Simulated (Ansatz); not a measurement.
Planning a run of Ansatz 0.2.0 on LiH (Fm-3m). The input:

```yaml
crystal:
  lattice:
    - [0.0, 2.03675, 2.03675]
    - [2.03675, 0.0, 2.03675]
    - [2.03675, 2.03675, 0.0]
  atoms:
    - { symbol: Li, position: [0.0, 0.0, 0.0] }
    - { symbol: H, position: [0.5, 0.5, 0.5] }
kpoints:
  mp_grid: { grid: [8, 8, 8] }
  band_path:
    path:
      - [0.0, 0.0, 0.0]
      - [0.5, 0.0, 0.5]
      - [0.625, 0.25, 0.625]
      - [0.375, 0.375, 0.75]
      - [0.5, 0.5, 0.5]
      - [0.5, 0.25, 0.75]
    npoints: 1
hamiltonian:
  xc: hse06
scf:
  occupations: { method: fixed }
  n_extra_bands: 4
output:
  eigenvalues: true
  write_density: true
  write_potential: true
  elf: true
  volumetric_format: npy
```

The database entry behind the starting cell differs from later determinations by our own check (the deuteride, about 0.2 % short), so it need not match the best structure at ambient conditions.

```sh
ansatz run input.yaml --threads 3 --pin off --max-ram 92160MiB --backend cuda --events-out ev --progress --plain --runs-dir out --devices 1 --max-vram 13GiB  # rebuilt from the run's record
```

Q: How long will it take on 1 × NVIDIA H100 80GB HBM3 (shared by 6 runs) with 3 threads of AMD EPYC 7R13 (Zen 3), shared host, and how much memory?

It took 15 s; on shared hardware allow 7.7 s to 31 s. Peak host memory was 1.1 GiB. The sizes that set the cost: 331 plane waves a state, 29 irreducible k points and 10 SCF cycles.

Exact exchange couples every pair of k points and filled bands, so it costs far more than a semilocal run.

[Paths, hosts, dates, memory and timing lines, banners, echoed tables and standing remarks are left out of the program output.]

[Logs are printed without paths, hosts, clocks, repeated set-up lines and the standing remarks that a program may print on its own settings, such as how far it seeks lower states.]

[Runs of the session that timed out or met a known fault of the program may be left out.]

[Cells called generated may have been cut or substituted from an entry of the Crystallography Open Database or the Materials Project.]

[Hosts, paths, dates, database ids (printed as entryN), source tags and the programs' standing remarks are cut or masked in the printed files.]
